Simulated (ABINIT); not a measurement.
**A GW chain in ABINIT: CsPbCl3 (Pm-3m)**

Aim: the G0W0 gap of CsPbCl3 (Pm-3m) on PBEsol, step by step.

Program: ABINIT 10.8.3. Level of theory: PBEsol and many-body steps on it, plane waves. Results are calculated unless marked as measured.

Report form: the programs' logs are mostly left out.

**1. The starting structure**

Symmetry: Pm-3m, No. 221, cubic system. Conventional cell: a = 5.605 Å, b = 5.605 Å, c = 5.605 Å, α = 90.00°, β = 90.00°, γ = 90.00°. Nearest to Cs lie 12 Cl at 3.96 Å. Nearest to Pb lie 6 Cl at 2.80 Å. Nearest to Cl lie 2 Pb at 2.80 Å and 4 Cs at 3.96 Å. Farther neighbours and most contacts between anions are not listed.

Structure file:

```cif
data_structure
_symmetry_space_group_name_H-M 'P 1'
_symmetry_Int_Tables_number 1
_cell_length_a 5.6050
_cell_length_b 5.6050
_cell_length_c 5.6050
_cell_angle_alpha 90.000
_cell_angle_beta 90.000
_cell_angle_gamma 90.000
_cell_volume 176.09
loop_
_atom_site_label
_atom_site_type_symbol
_atom_site_fract_x
_atom_site_fract_y
_atom_site_fract_z
_atom_site_occupancy
Cs1 Cs 0.00000 0.00000 0.00000 1
Pb2 Pb 0.50000 0.50000 0.50000 1
Cl3 Cl 0.50000 0.50000 0.00000 1
Cl4 Cl 0.00000 0.50000 0.50000 1
Cl5 Cl 0.50000 0.00000 0.50000 1
```

The cell and positions come from the Crystallography Open Database and are kept as given unless a step says otherwise. Spin-orbit coupling is left out unless a step names it.

**2. Ground state**

This step: ABINIT 10.8.3; DFT, PBEsol, plane waves, norm-conserving pseudopotentials.

The ground-state density comes first.

The input, run.abi:

```
acell 3*1.0 Angstrom
rprim 
  5.605000000000 0.000000000000 0.000000000000
  0.000000000000 5.605000000000 0.000000000000
  0.000000000000 0.000000000000 5.605000000000
ntypat 3
znucl 55 82 17
natom 5
typat 1 2 3 3 3
xred 
  0.000000000000 0.000000000000 0.000000000000
  0.500000000000 0.500000000000 0.500000000000
  0.500000000000 0.500000000000 0.000000000000
  0.000000000000 0.500000000000 0.500000000000
  0.500000000000 0.000000000000 0.500000000000
pp_dirpath "pseudos"
pseudos "Cs.upf, Pb.upf, Cl.upf"
ecut 32
ngkpt 4 4 4
nshiftk 1
shiftk 0 0 0
kptopt 1
chksymbreak 0
nband 32
occopt 1
tolvrs 1e-10
nstep 60
prtwf 0
optforces 0
optstress 0
indata_prefix "in"
outdata_prefix "out"
tmpdata_prefix "tmp"
```

Started as:

```sh
> OMP_NUM_THREADS=1 mpirun -n 8 abinit run.abi > log
```

Wall time 35 s (8 MPI ranks of Arm Neoverse V2, shared host); peak memory 0.79 GiB; 4.6 min of CPU time.

Numbers from this step:

- total energy: -7681.8007 eV
- gap: 1.798 eV
- k of the valence top: 0.5, 0.5, 0.5
- k of the conduction bottom: 0.5, 0.5, 0.5
- least direct gap: 1.798 eV

The gap is direct, at (0.500, 0.500, 0.500).

**3. Bands along the symmetry lines**

Levels along a band path, at the cheap level, show where the edges lie and whether the meshes to come will hold them.

The input, run.abi:

```
acell 3*1.0 Angstrom
rprim 
  5.605000000000 0.000000000000 0.000000000000
  0.000000000000 5.605000000000 0.000000000000
  0.000000000000 0.000000000000 5.605000000000
ntypat 3
znucl 55 82 17
natom 5
typat 1 2 3 3 3
xred 
  0.000000000000 0.000000000000 0.000000000000
  0.500000000000 0.500000000000 0.500000000000
  0.500000000000 0.500000000000 0.000000000000
  0.000000000000 0.500000000000 0.500000000000
  0.500000000000 0.000000000000 0.500000000000
pp_dirpath "pseudos"
pseudos "Cs.upf, Pb.upf, Cl.upf"
ecut 32
iscf -2
irdden 1
kptopt 0
nkpt 50
kpt 
  0.00000000 0.00000000 0.00000000
  0.00000000 0.06250000 0.00000000
  0.00000000 0.12500000 0.00000000
  0.00000000 0.18750000 0.00000000
  0.00000000 0.25000000 0.00000000
  0.00000000 0.31250000 0.00000000
  0.00000000 0.37500000 0.00000000
  0.00000000 0.43750000 0.00000000
  0.00000000 0.50000000 0.00000000
  0.06250000 0.50000000 0.00000000
  0.12500000 0.50000000 0.00000000
  0.18750000 0.50000000 0.00000000
  0.25000000 0.50000000 0.00000000
  0.31250000 0.50000000 0.00000000
  0.37500000 0.50000000 0.00000000
  0.43750000 0.50000000 0.00000000
  0.50000000 0.50000000 0.00000000
  0.43750000 0.43750000 0.00000000
  0.37500000 0.37500000 0.00000000
  0.31250000 0.31250000 0.00000000
  0.25000000 0.25000000 0.00000000
  0.18750000 0.18750000 0.00000000
  0.12500000 0.12500000 0.00000000
  0.06250000 0.06250000 0.00000000
  0.00000000 0.00000000 0.00000000
  0.06250000 0.06250000 0.06250000
  0.12500000 0.12500000 0.12500000
  0.18750000 0.18750000 0.18750000
  0.25000000 0.25000000 0.25000000
  0.31250000 0.31250000 0.31250000
  0.37500000 0.37500000 0.37500000
  0.43750000 0.43750000 0.43750000
  0.50000000 0.50000000 0.50000000
  0.43750000 0.50000000 0.43750000
  0.37500000 0.50000000 0.37500000
  0.31250000 0.50000000 0.31250000
  0.25000000 0.50000000 0.25000000
  0.18750000 0.50000000 0.18750000
  0.12500000 0.50000000 0.12500000
  0.06250000 0.50000000 0.06250000
  0.00000000 0.50000000 0.00000000
  0.50000000 0.50000000 0.50000000
  0.50000000 0.50000000 0.43750000
  0.50000000 0.50000000 0.37500000
  0.50000000 0.50000000 0.31250000
  0.50000000 0.50000000 0.25000000
  0.50000000 0.50000000 0.18750000
  0.50000000 0.50000000 0.12500000
  0.50000000 0.50000000 0.06250000
  0.50000000 0.50000000 0.00000000
istwfk *1
nband 33
nbdbuf 2
tolwfr 1e-08
nstep 40
prtwf 0
prtvol 0
indata_prefix "in"
outdata_prefix "out"
tmpdata_prefix "tmp"
```

Run time: 60 s. Hardware: 8 MPI ranks; peak memory 0.87 GiB; 8 min of CPU time.

Numbers from this step:

| Property | Result |
| --- | --- |
| gap | 1.798 eV |
| k of the valence top | 0.5, 0.5, 0.5 |
| k of the conduction bottom | 0.5, 0.5, 0.5 |
| least direct gap | 1.798 eV |

The gap is 1.798 eV, as in the run before at this level.

The electronic bands at the labelled points (eV, zero at the top of the highest filled band):

| point | band 23 | band 24 | band 25 | band 26 | band 27 | band 28 | band 29 | band 30 |
| --- | --- | --- | --- | --- | --- | --- | --- | --- |
| Γ | -2.63 | -2.53 | -2.53 | -2.53 | 3.21 | 4.21 | 4.21 | 5.10 |
| halfway | -2.69 | -2.58 | -2.58 | -2.44 | 3.72 | 4.53 | 4.62 | 4.75 |
| X | -2.74 | -2.64 | -2.64 | -1.70 | 2.91 | 4.59 | 5.14 | 5.23 |
| halfway | -2.73 | -2.65 | -2.39 | -1.46 | 2.65 | 3.97 | 5.00 | 5.06 |
| M | -2.83 | -2.76 | -2.21 | -0.82 | 2.40 | 2.40 | 4.81 | 5.31 |
| halfway | -2.65 | -2.62 | -2.42 | -2.27 | 3.97 | 4.15 | 4.52 | 4.97 |
| Γ | -2.63 | -2.53 | -2.53 | -2.53 | 3.21 | 4.21 | 4.21 | 5.10 |
| halfway | -2.44 | -2.44 | -2.43 | -2.13 | 3.80 | 3.80 | 3.87 | 4.78 |
| R | -2.20 | -2.20 | -2.20 | 0.00 | 1.80 | 1.80 | 1.80 | 4.97 |
| halfway | -2.49 | -2.45 | -2.35 | -1.27 | 2.37 | 3.57 | 3.72 | 5.11 |
| X | -2.74 | -2.64 | -2.64 | -1.70 | 2.91 | 4.59 | 5.14 | 5.23 |
| jump to R | -2.20 | -2.20 | -2.20 | 0.00 | 1.80 | 1.80 | 1.80 | 4.97 |
| halfway | -2.43 | -2.43 | -2.20 | -0.62 | 2.10 | 2.10 | 3.38 | 5.34 |
| M | -2.83 | -2.76 | -2.21 | -0.82 | 2.40 | 2.40 | 4.81 | 5.31 |

**4. Empty states on the mesh, 2×2×2 mesh, 156 bands**

The sums over transitions need many empty states on a uniform mesh; this step solves for them.

The input, run.abi:

```
acell 3*1.0 Angstrom
rprim 
  5.605000000000 0.000000000000 0.000000000000
  0.000000000000 5.605000000000 0.000000000000
  0.000000000000 0.000000000000 5.605000000000
ntypat 3
znucl 55 82 17
natom 5
typat 1 2 3 3 3
xred 
  0.000000000000 0.000000000000 0.000000000000
  0.500000000000 0.500000000000 0.500000000000
  0.500000000000 0.500000000000 0.000000000000
  0.000000000000 0.500000000000 0.500000000000
  0.500000000000 0.000000000000 0.500000000000
pp_dirpath "pseudos"
pseudos "Cs.upf, Pb.upf, Cl.upf"
ecut 32
ngkpt 2 2 2
nshiftk 1
shiftk 0 0 0
kptopt 1
chksymbreak 0
iscf -2
irdden 1
istwfk *1
nband 156
nbdbuf 14
tolwfr 1e-09
nstep 60
prtvol 0
indata_prefix "in"
outdata_prefix "out"
tmpdata_prefix "tmp"
```

Elapsed: 61 s, on 8 MPI ranks; peak memory 0.75 GiB; 8.1 min of CPU time.

Numbers from this step:

```yaml
gap: 1.798 eV
k_of_the_valence_top: 0.5, 0.5, 0.5
k_of_the_conduction_bottom: 0.5, 0.5, 0.5
least_direct_gap: 1.798 eV
k_points_computed: 4
lowest_point_of_the_top_converged_band_above_the_valence_top: 37.35 eV
```

On this mesh the gap is 1.798 eV.

**5. Screening, 2×2×2 mesh, 142 bands, screening to 106.1 eV**

The RPA dielectric matrix is built and inverted for each q.

This step: RPA screening on PBEsol, plane waves, norm-conserving pseudopotentials.

run.abi: that of step 4 with these lines changed.

```diff
@@ -23,10 +23,11 @@
 chksymbreak 0
-iscf -2
-irdden 1
 istwfk *1
-nband 156
-nbdbuf 14
-tolwfr 1e-09
-nstep 60
-prtvol 0
+occopt 1
+irdwfk 1
+optdriver 3
+nband 142
+ecuteps 3.9
+inclvkb 2
+awtr 1
+symchi 1
 indata_prefix "in"
```

Run time: 29 s. Hardware: 8 MPI ranks; peak memory 3 GiB; 3.8 min of CPU time.

This step gave:

- ε∞ with local fields, on this mesh, along the program's q direction: 8.023
- the same without local fields: 9.113
- plasma frequency: 20.18 eV
- plane waves in the screening matrix: 461

Local fields lower ε∞ by 12 %. On a Γ-centred mesh this coarse the value itself is usually too large, while a short band sum pulls it down.

**6. Self-energy, 2×2×2 mesh, 142 bands, screening to 106.1 eV**

The self-energy is evaluated for the states that the input lists, and the levels follow from it, in one-shot runs by the linearised quasiparticle equation.

This step: G0W0 on PBEsol, plane waves, norm-conserving pseudopotentials.

run.abi: that of step 5 with these lines changed.

```diff
@@ -26,8 +26,17 @@
 irdwfk 1
-optdriver 3
+optdriver 4
 nband 142
+gwcalctyp 0
+ecutsigx 32
+symsigma 1
+nkptgw 2
+kptgw 
+  0.5000000000 0.5000000000 0.5000000000
+  0.0000000000 0.0000000000 0.0000000000
+bdgw 
+  23 29
+  24 29
 ecuteps 3.9
-inclvkb 2
-awtr 1
-symchi 1
+irdscr 1
+ppmodel 1
 indata_prefix "in"
```

It took 13 s on 8 MPI ranks; peak memory 2.3 GiB.

Numbers from this step:

```
G0W0 gap on the points computed              : 3.177 eV
starting gap on the mesh                     : 1.798 eV
k of the valence top                         : 0.5, 0.5, 0.5
k of the conduction bottom                   : 0.5, 0.5, 0.5
Z at the valence top                         : 0.794
Z at the conduction bottom                   : 0.821
least direct G0W0 gap on the computed points : 3.177 eV
```

The gap on the mesh goes from 1.80 eV to 3.18 eV, a correction of +1.38 eV.

Limits: finite bands, cutoff and mesh; no spin-orbit coupling; coarse k mesh. v1 is the top filled band, c1 the lowest empty one. The levels before and after the correction (eV, zero at the valence-band top of each column):

|  | conduction bottom | valence top |
| --- | --- | --- |
| Kohn-Sham | 1.80 | 0.00 |
| G0W0 | 3.18 | 0.00 |

|  | level | energy (eV) |
| --- | --- | --- |
| Kohn-Sham | (0.5 0.5 0.5) v4-v2 | -2.197 |
| Kohn-Sham | (0.5 0.5 0.5) v1 | 0.000 |
| Kohn-Sham | (0.5 0.5 0.5) c1-c3 | 1.798 |
| G0W0 | (0.5 0.5 0.5) v4-v2 | -2.790 |
| G0W0 | (0.5 0.5 0.5) v1 | 0.000 |
| G0W0 | (0.5 0.5 0.5) c1-c3 | 3.177 |

**7. Where the time went**

Times are wall times on 8 MPI ranks of Arm Neoverse V2, shared host, good to a factor of about two.

| step | time | share | memory (GiB) |
| --- | --- | --- | --- |
| ground state | 35 s | 18 % | 0.79 |
| bands along the symmetry lines | 60 s | 30 % | 0.87 |
| empty states on the mesh | 61 s | 31 % | 0.75 |
| screening | 29 s | 15 % | 3.0 |
| self-energy | 13 s | 6 % | 2.3 |

**8. Summary of results**

```yaml
pbesol_gap: 1.80 eV, direct
g0w0_gap_on_the_mesh: 3.18 eV
gw_settings: 2×2×2 mesh, 142 bands, screening to 106.1 eV, Godby-Needs plasmon pole
known_limits: not at the basis limit; no spin-orbit coupling; coarse k mesh
```

In words: G0W0 moves the gap on the mesh from 1.80 eV to 3.18 eV (+1.38 eV), with Z of 0.79 and 0.82 at the edges. Local fields lower the RPA ε∞ on this mesh from 9.11 to 8.02; a Γ-centred mesh this coarse tends to raise both, most where the direct gap is narrow, while a short band sum lowers them. Only 2 of the mesh's irreducible points were corrected, so a valley elsewhere could overtake. Bands and cutoff are finite, so the gap is not at the basis limit. The miss can reach some tenths of an eV and take either sign; the mesh is an error of its own. In the G0W0 run levels were corrected at 2 k points alone, so a gap called «on the mesh» is the least over those, and an edge elsewhere would be missed. The 2×2×2 mesh is coarse for this cell, which bears on the long-range parts of exchange and screening. Where an edge is built on 6p states of lead, bismuth or thallium, scalar-relativistic gaps usually stand too wide, by a few tenths to over one eV. This is the ideal cubic cell; many perovskites, halides above all, are cubic only on average, and local tilts or off-centring can widen the gap. The many-body steps are scalar-relativistic: spin-orbit coupling is not in them.

[Paths, hosts, dates, memory and timing lines, banners, echoed tables and standing remarks are left out of the program output.]

[Logs are printed without paths, hosts, clocks, repeated set-up lines and the standing remarks that a program may print on its own settings, such as how far it seeks lower states.]

[Runs of the session that timed out or met a known fault of the program may be left out.]

[Hosts, paths, dates, database ids (printed as entryN), source tags and the programs' standing remarks are cut or masked in the printed files.]

[G0W0 gaps are taken among the corrected bands and points alone; a level outside them can change the order at an edge.]

[Where Ansatz stands beside ABINIT at settings called matched, ABINIT's density can come from a denser mesh and the files from another edition; pairs whose starting gaps differed by over 0.03 eV were left out, so agreement reads better than it is.]
